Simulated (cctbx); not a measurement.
# Lattice, Laue class and space group of a new crystal

Cell: a = 4.2860 Å, b = 10.7840 Å, c = 7.9850 Å, α = 90.00°, β = 90.00°, γ = 90.00°. Expected content of the cell: Hg8 Os4 Eu4.

Simulated single-crystal data (cctbx): Ga Kα, λ = 1.3414 Å, to d = 0.83 Å, 70 % of the full sphere, strongest reflection 40000 counts, noise from counting, a 6 % proportional error and a noise floor of 2 counts (s.d.); no absorption.

Tests on the unmerged data give:

```text
1868 reflections to d = 0.832 A
centring   violations  <I/sigma> of those
    A        417 of   944      6.0
    B        417 of   941      6.0
    C          0 of   969     -0.0
    I        392 of   901      5.9
    R        576 of  1255      6.3
    F        417 of  1427      4.0
Laue class    unique    Rint  (classes that these axes allow; Friedel mates merged)
C 1 2/m 1         344   0.040
C 2/m 1 1         363   0.037
C m m m           214   0.042
space group    extra absences  I>4sigma  <I/sigma>
C 2 2 21                7          0      -0.1  acentric
C 2 2 2                 0          0         -  acentric
C m m 2                 0          0         -  acentric
C m c 21               24          0      -0.1  acentric
C 2 m m                 0          0         -  acentric
C m 2 m                 0          0         -  acentric
C 2 c m                24          0      -0.1  acentric
C m c m                24          0      -0.1  centric
C m m m                 0          0         -  centric
Wilson B = 0.57 A^2   <|E^2-1|> = 0.805 (0.968 centric, 0.736 acentric)   E^2>4: 1.5 %
shell (A)         n   <I/sigma>
 7.99 - 1.66     33     20.7
 1.66 - 1.32     30     23.2
 1.32 - 1.16     22     24.7
 1.16 - 1.05     28     21.8
 1.05 - 0.98     26     23.8
 0.98 - 0.92     27     27.3
 0.92 - 0.87     25     22.8
 0.87 - 0.83     23     24.5
```

Q: Read the symmetry from these tables.

The reflections that C centring forbids are absent (⟨I/σ⟩ near 0), so the lattice is C.

Rint stays low (0.037 to 0.042) up to C m m m, the highest class in these axes.

9 settings pass the absence test. The most absences obeyed, 24, belong to C m c 21, C 2 c m and C m c m, which absences can't tell apart.

⟨|E²−1|⟩ = 0.805 lies between the two ideal values. The Wilson B of 0.57 Å² means U ≈ 0.0072 Å².

The true group is Cmcm (no. 63), Laue class mmm, centrosymmetric. The tables only narrow the choice to the tied entries; cell content, site symmetry and trial solutions must settle it.

The model was made for the exercise: a known structure type with other elements put in, its volume estimated, not relaxed; displacement parameters are assumed.

[Logs are printed without paths, hosts, clocks, repeated set-up lines and the standing remarks that a program may print on its own settings, such as how far it seeks lower states.]
